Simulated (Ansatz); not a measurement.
The compound is FeI2 (1T sheet).

The cell holds 3 atoms: 1 Fe and 2 I. Cell: a = 3.790 Å, b = 3.790 Å, c = 30.583 Å, α = 90.0°, β = 90.0°, γ = 120.0°. Vacuum lies along c.

```xyz
3
Lattice="0.0000 2.6796 2.6796 2.6796 -2.6796 0.0000 17.6570 17.6570 -17.6570" Properties=species:S:1:pos:R:3
Fe    5.5978    5.5978   -5.5978
I     8.1680    5.4884   -5.4884
I     5.7072    5.7072   -3.0276
```

The structure was relaxed with PBEsol. The structure was generated from a model, not taken from a measurement. The runs that relaxed it are not among those shown. The program's search for lower electronic states was switched off, so nothing shows that the state found is the lowest. Spin-orbit coupling is left out unless a run names it. PAW set soft_2, made with PBE.

A constrained-RPA run (Ansatz 0.2.0; non-magnetic PBEsol; Fe eg, bands c1 to c2, 6×6×1 mesh, medium accuracy) builds 2 functions on bands 0.99 eV wide, with 0.0 electrons in the window. The bare on-site interaction is 12.2 eV and the bare J 0.48 eV.

Question: What U and J survive the screening?

On the Fe eg shell, U = 1.64 eV (13 % of the bare value), U′ = 1.11 eV, J = 0.27 eV.

The parent state is non-magnetic and the interaction static (zero frequency); U depends on the window and the orbitals, so it belongs to this model alone.

[Paths, hosts, dates, memory and timing lines, banners, echoed tables and standing remarks are left out of the program output.]

[Logs are printed without paths, hosts, clocks, repeated set-up lines and the standing remarks that a program may print on its own settings, such as how far it seeks lower states.]

[Runs of the session that timed out or met a known fault of the program may be left out.]

[Hosts, paths, dates, database ids (printed as entryN), source tags and the programs' standing remarks are cut or masked in the printed files.]
